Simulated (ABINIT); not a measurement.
# How the form of the self-energy moves the gap of LiH (Fm-3m), part 2 of 2

How much does the gap of LiH (Fm-3m) depend on the approximation to the self-energy?

ABINIT 10.8.3; PBE and many-body steps on it, plane waves. Known limits of the many-body steps: not at the basis limit.

So far. Step 5 (G0W0, Hybertsen-Louie plasmon pole): Against G0W0 in ABINIT (8×8×8 mesh, 144 bands, screening to 304.8 eV, Godby-Needs plasmon pole), the gap moves by −0.032 eV. Step 6 (G0W0, von der Linden-Horsch plasmon pole): Against G0W0 in ABINIT (8×8×8 mesh, 144 bands, screening to 304.8 eV, Godby-Needs plasmon pole), the gap moves by +0.044 eV.

The database entry behind the starting cell differs from later determinations by our own check (the deuteride, about 0.2 % short), so it need not match the best structure at ambient conditions.

### 7. G0W0, Engel-Farid plasmon pole

Level of this step: G0W0 on PBE, plane waves, norm-conserving pseudopotentials (ABINIT).

run.abi

```
acell 3*1.0 Angstrom
rprim 
  -0.000000000000 2.036750000000 2.036750000000
  2.036750000000 -0.000000000000 2.036750000000
  2.036750000000 2.036750000000 -0.000000000000
ntypat 2
znucl 3 1
natom 2
typat 1 2
xred 
  0.000000000000 0.000000000000 0.000000000000
  0.500000000000 0.500000000000 0.500000000000
pp_dirpath "pseudos"
pseudos "Li.upf, H.upf"
ecut 33
ngkpt 8 8 8
nshiftk 1
shiftk 0 0 0
kptopt 1
chksymbreak 0
istwfk *1
occopt 1
irdwfk 1
optdriver 4
nband 144
gwcalctyp 0
ecutsigx 33
symsigma 1
nkptgw 2
kptgw 
  0.5000000000 0.5000000000 0.0000000000
  0.0000000000 0.0000000000 0.0000000000
bdgw 
  1 5
  1 6
ecuteps 11.2
irdscr 1
ppmodel 4
indata_prefix "in"
outdata_prefix "out"
tmpdata_prefix "tmp"
```

Command:

```
OMP_NUM_THREADS=1 mpirun -n 4 abinit run.abi > log
```

The program printed:

```text
.Version 10.8.3 of ABINIT. v10.8.2 released Aug 2026.

 Symmetries : space group Fm -3 m (#225); Bravais cF (face-center cubic)
[... echo of the input left out ...]
== DATASET  1 ==================================================================
-   mpi_nproc: 4, omp_nthreads: 1 (-1 if OMP is not activated)

--- !DatasetInfo
iteration_state: {dtset: 1, }
dimensions: {natom: 2, nkpt: 29, mband: 144, nsppol: 1, nspinor: 1, nspden: 1, mpw: 1056, }
cutoff_energies: {ecut:  33.0, pawecutdg:  -1.0, }
[...]
Band     E0 <VxcDFT>   SigX SigC(E0)      Z dSigC/dE  Sig(E)    E-E0       E
[...]
5  17.057  -8.964  -2.438  -5.430   0.759  -0.318  -8.132   0.831  17.888
        6  17.057  -8.964  -2.438  -5.430   0.759  -0.318  -8.132   0.831  17.888

== END DATASET(S) ==============================================================
================================================================================

 -outvars: echo values of variables after computation  --------
           etotal      0.0000000000E+00
            nband         144
             nkpt          29
          spgroup         225
 [... the other variables as echoed above ...]

 Calculation completed.
```

Elapsed: 16 s, on 4 MPI ranks of Intel Xeon 6975P-C (Granite Rapids), shared host; peak memory 1.5 GiB.

This step gave:

```
G0W0 gap on the points computed              : 4.997 eV
starting gap on the mesh                     : 3.022 eV
k of the valence top                         : 0.5, 0.5, 0
k of the conduction bottom                   : 0.5, 0.5, 0
least direct G0W0 gap on the computed points : 4.997 eV
```

Against G0W0 in ABINIT (8×8×8 mesh, 144 bands, screening to 304.8 eV, Godby-Needs plasmon pole), the gap moves by +0.023 eV.

### 8. One-shot Hartree-Fock

This step: one-shot Hartree-Fock on PBE, plane waves, norm-conserving pseudopotentials.

run.abi: that of step 7 with these lines changed.

```diff
@@ -24,4 +24,4 @@
 optdriver 4
-nband 144
-gwcalctyp 0
+nband 6
+gwcalctyp 5
 ecutsigx 33
@@ -35,5 +35,4 @@
   1 6
-ecuteps 11.2
-irdscr 1
-ppmodel 4
+ixc_sigma 40
+fftgw 31
 indata_prefix "in"
```

Command:

```
OMP_NUM_THREADS=1 mpirun -n 3 abinit run.abi > log
```

The program printed:

```text
.Version 10.8.3 of ABINIT. v10.8.2 released Aug 2026.

 Symmetries : space group Fm -3 m (#225); Bravais cF (face-center cubic)
[... echo of the input left out ...]
== DATASET  1 ==================================================================
-   mpi_nproc: 3, omp_nthreads: 1 (-1 if OMP is not activated)

--- !DatasetInfo
iteration_state: {dtset: 1, }
dimensions: {natom: 2, nkpt: 29, mband: 6, nsppol: 1, nspinor: 1, nspden: 1, mpw: 1056, }
cutoff_energies: {ecut:  33.0, pawecutdg:  -1.0, }
[...]
Band     E0 <VxcDFT>   SigX SigC(E0)      Z dSigC/dE  Sig(E)    E-E0       E
[...]
5  17.057  -8.964  -2.438   0.000   1.000   0.000  -2.438   6.526  23.582
        6  17.057  -8.964  -2.438   0.000   1.000   0.000  -2.438   6.526  23.582

== END DATASET(S) ==============================================================
================================================================================

 -outvars: echo values of variables after computation  --------
           etotal      0.0000000000E+00
            nband           6
             nkpt          29
          spgroup         225
 [... the other variables as echoed above ...]

 Calculation completed.
```

Elapsed: 2.8 s, on 3 MPI ranks; peak memory 0.15 GiB.

Numbers from this step:

| Quantity | Value |
| --- | --- |
| quasiparticle gap on the points computed | 10.21 eV |
| starting gap on the mesh | 3.022 eV |
| k of the valence top | 0.5, 0.5, 0 |
| k of the conduction bottom | 0.5, 0.5, 0 |
| least direct quasiparticle gap on the computed points | 10.21 eV |

Against G0W0 in ABINIT (8×8×8 mesh, 144 bands, screening to 304.8 eV, Godby-Needs plasmon pole), the gap moves by +5.232 eV.

### 9. Screening, 8×8×8 mesh, 144 bands, screening to 304.8 eV

This step: RPA screening on PBE, plane waves, norm-conserving pseudopotentials.

run.abi: that of step 8 with these lines changed.

```diff
@@ -23,16 +23,11 @@
 irdwfk 1
-optdriver 4
-nband 6
-gwcalctyp 5
-ecutsigx 33
-symsigma 1
-nkptgw 2
-kptgw 
-  0.5000000000 0.5000000000 0.0000000000
-  0.0000000000 0.0000000000 0.0000000000
-bdgw 
-  1 5
-  1 6
-ixc_sigma 40
-fftgw 31
+optdriver 3
+nband 144
+ecuteps 11.2
+inclvkb 2
+awtr 1
+symchi 1
+gwcalctyp 1
+nfreqre 0
+nfreqim 16
 indata_prefix "in"
```

Command:

```
OMP_NUM_THREADS=1 mpirun -n 4 abinit run.abi > log
```

The program printed:

```text
.Version 10.8.3 of ABINIT. v10.8.2 released Aug 2026.

 Symmetries : space group Fm -3 m (#225); Bravais cF (face-center cubic)
[... echo of the input left out ...]
== DATASET  1 ==================================================================
-   mpi_nproc: 4, omp_nthreads: 1 (-1 if OMP is not activated)

--- !DatasetInfo
iteration_state: {dtset: 1, }
dimensions: {natom: 2, nkpt: 29, mband: 144, nsppol: 1, nspinor: 1, nspden: 1, mpw: 1056, }
cutoff_energies: {ecut:  33.0, pawecutdg:  -1.0, }
electrons: {nelect:   4.00000000E+00, charge:   0.00000000E+00, occopt:   1.00000000E+00, tsmear:   1.00000000E-02, }

 SCREENING: Calculation of the susceptibility and dielectric matrices

 Based on a program developped by R.W. Godby, V. Olevano, G. Onida, and L. Reining.
 Incorporated in ABINIT by V. Olevano, G.-M. Rignanese, and M. Torrent.
.Using double precision arithmetic ; gwpc =  8

[... cell and pseudopotentials left out ...]
--------------------------------------------------------------------------------

 ==== K-mesh for the wavefunctions ====
 Number of points in the irreducible wedge :    29
[... list of points left out ...]
 Together with 48 symmetry operations and time-reversal symmetry
 yields   512 points in the full Brillouin Zone.

 ==== Q-mesh for the screening function ====
 Number of points in the irreducible wedge :    29
[... list of points left out ...]
 Together with 48 symmetry operations and time-reversal symmetry
 yields   512 points in the full Brillouin Zone.

 setmesh: FFT mesh size selected  =    24x   24x   24
          total number of points  =        13824

 vcoul_init : cutoff-mode = AUXILIARY_FUNCTION
 q-points for optical limit:   1
     1)      0.000010    0.000020    0.000030

- screening: taking advantage of time-reversal symmetry
- Maximum band index for partially occupied states nbvw = 2
- Remaining bands to be divided among processors   nbcw = 142
- Number of bands treated by each node ~35

 Number of electrons calculated from density =    4.0000; Expected =    4.0000
 average of density, n =  0.035077
 r_s =    1.8951
 omega_plasma =   18.0662 [eV]

 calculating chi0 at frequencies [eV] :
  1    0.000000E+00    0.000000E+00
  2    0.000000E+00    5.107465E+03
  3    0.000000E+00    9.547064E+02
[...]
16    0.000000E+00    7.755887E-01
 17    0.000000E+00    1.449759E-01

--------------------------------------------------------------------------------
  q-point number  1        q = ( 0.000000, 0.000000, 0.000000) [r.l.u.]
--------------------------------------------------------------------------------
[... chi0 elements left out ...]
  [... further frequencies ...]

 No. of calculated frequencies >  15, stop printing
 For q-point:  0.000010 0.000020 0.000030
  dielectric constant =   4.0091
  dielectric constant without local fields =   4.4047

  Average fulfillment of the sum rule on Im[epsilon] for q-point    1 :     97.80  [%]
[... wings left out ...]
  q-point number  2        q = ( 0.125000, 0.000000, 0.000000) [r.l.u.]
--------------------------------------------------------------------------------
[... chi0 elements left out ...]
  [... further frequencies ...]

 No. of calculated frequencies >  15, stop printing
  Average fulfillment of the sum rule on Im[epsilon] for q-point    2 :    102.60  [%]

 [... 27 further q-points ...]
```

Wall time 6.8 min (4 MPI ranks); peak memory 1.6 GiB.

Numbers from this step:

* ε∞ with local fields, on this mesh, along the program's q direction: 4.009
* the same without local fields: 4.405
* plasma frequency: 18.07 eV
* plane waves in the screening matrix: 181

### 10. G0W0, analytic continuation

This step: G0W0 on PBE, plane waves, norm-conserving pseudopotentials.

run.abi: that of step 9 with these lines changed.

```diff
@@ -23,11 +23,18 @@
 irdwfk 1
-optdriver 3
+optdriver 4
 nband 144
+gwcalctyp 1
+ecutsigx 33
+symsigma 1
+nkptgw 2
+kptgw 
+  0.5000000000 0.5000000000 0.0000000000
+  0.0000000000 0.0000000000 0.0000000000
+bdgw 
+  1 5
+  1 6
 ecuteps 11.2
-inclvkb 2
-awtr 1
-symchi 1
-gwcalctyp 1
-nfreqre 0
-nfreqim 16
+irdscr 1
+nomegasi 12
+omegasimax 25 eV
 indata_prefix "in"
```

The program printed:

```text
.Version 10.8.3 of ABINIT. v10.8.2 released Aug 2026.

 Symmetries : space group Fm -3 m (#225); Bravais cF (face-center cubic)
[... echo of the input left out ...]
== DATASET  1 ==================================================================
-   mpi_nproc: 4, omp_nthreads: 1 (-1 if OMP is not activated)

--- !DatasetInfo
iteration_state: {dtset: 1, }
dimensions: {natom: 2, nkpt: 29, mband: 144, nsppol: 1, nspinor: 1, nspden: 1, mpw: 1056, }
cutoff_energies: {ecut:  33.0, pawecutdg:  -1.0, }
[...]
Band     E0 <VxcDFT>   SigX SigC(E0)      Z dSigC/dE  Sig(E)    E-E0       E
[...]
6  15.894  -8.964  -2.438  -4.530   0.881  -0.135  -7.212   1.751  17.645
        6   0.000   0.000   0.000  -0.033  -0.012  -0.016  -0.066  -0.066  -0.066

== END DATASET(S) ==============================================================
================================================================================

 -outvars: echo values of variables after computation  --------
           etotal      0.0000000000E+00
            nband         144
             nkpt          29
          spgroup         225
 [... the other variables as echoed above ...]

 Calculation completed.
```

Run time: 23 s. Hardware: 4 MPI ranks; peak memory 1.8 GiB.

Numbers from this step:

```yaml
g0w0_gap_on_the_points_computed: 4.987 eV
starting_gap_on_the_mesh: 3.022 eV
k_of_the_valence_top: 0.5, 0.5, 0
k_of_the_conduction_bottom: 0.5, 0.5, 0
least_direct_g0w0_gap_on_the_computed_points: 4.987 eV
```

Against G0W0 in ABINIT (8×8×8 mesh, 144 bands, screening to 304.8 eV, Godby-Needs plasmon pole), the gap moves by +0.013 eV.

### 11. Side by side

Times are wall times on the hardware named with each run, good to a factor of about two. A run's time includes the screening step that it read.

```
                                     run   mesh  bands  screening cutoff (eV)  DFT gap (eV)  gap on the mesh (eV)  direct (eV)  ε∞ used     time
          G0W0, Godby-Needs plasmon pole  8×8×8    144                  304.8         3.022                 4.974        4.974     4.01    3 min
      G0W0, Hybertsen-Louie plasmon pole  8×8×8    144                  304.8         3.022                 4.942        4.942     4.01  3.1 min
G0W0, von der Linden-Horsch plasmon pole  8×8×8    144                  304.8         3.022                 5.018        5.018     4.01  2.8 min
          G0W0, Engel-Farid plasmon pole  8×8×8    144                  304.8         3.022                 4.997        4.997     4.01  2.8 min
                   one-shot Hartree-Fock  8×8×8      -                      -         3.022                10.206       10.206        -    2.8 s
             G0W0, analytic continuation  8×8×8    144                  304.8         3.022                 4.987        4.987     4.01  7.1 min
```

### 12. Outcome

```json
{"G0W0, Godby-Needs plasmon pole": "4.974 eV", "G0W0, Hybertsen-Louie plasmon pole": "4.942 eV", "G0W0, von der Linden-Horsch plasmon pole": "5.018 eV", "G0W0, Engel-Farid plasmon pole": "4.997 eV", "one-shot Hartree-Fock": "10.206 eV", "G0W0, analytic continuation": "4.987 eV", "known limits": "not at the basis limit"}
```

**Reading.** G0W0, Hybertsen-Louie plasmon pole: −0.032 eV against G0W0, Godby-Needs plasmon pole. G0W0, von der Linden-Horsch plasmon pole: +0.044 eV against G0W0, Godby-Needs plasmon pole. G0W0, Engel-Farid plasmon pole: +0.023 eV against G0W0, Godby-Needs plasmon pole. One-shot Hartree-Fock: +5.232 eV against G0W0, Godby-Needs plasmon pole. G0W0, analytic continuation: +0.013 eV against G0W0, Godby-Needs plasmon pole. Bare exchange alone opens the gap to 10.21 eV; against G0W0, correlation takes back 5.23 eV. Bands and cutoff are finite, so the gap is not at the basis limit. The miss can reach some tenths of an eV and take either sign; the mesh is an error of its own. In the first G0W0 run levels were corrected at 2 k points alone, so a gap called «on the mesh» is the least over those, and an edge elsewhere would be missed.

[Paths, hosts, dates, memory and timing lines, banners, echoed tables and standing remarks are left out of the program output.]

[Logs are printed without paths, hosts, clocks, repeated set-up lines and the standing remarks that a program may print on its own settings, such as how far it seeks lower states.]

[Runs of the session that timed out or met a known fault of the program may be left out.]

[No measured gap is set beside runs whose start may be inverted or whose files or cutoffs have a known fault.]

[Hosts, paths, dates, database ids (printed as entryN), source tags and the programs' standing remarks are cut or masked in the printed files.]

[G0W0 gaps are taken among the corrected bands and points alone; a level outside them can change the order at an edge.]

[Where Ansatz stands beside ABINIT at settings called matched, ABINIT's density can come from a denser mesh and the files from another edition; pairs whose starting gaps differed by over 0.03 eV were left out, so agreement reads better than it is.]
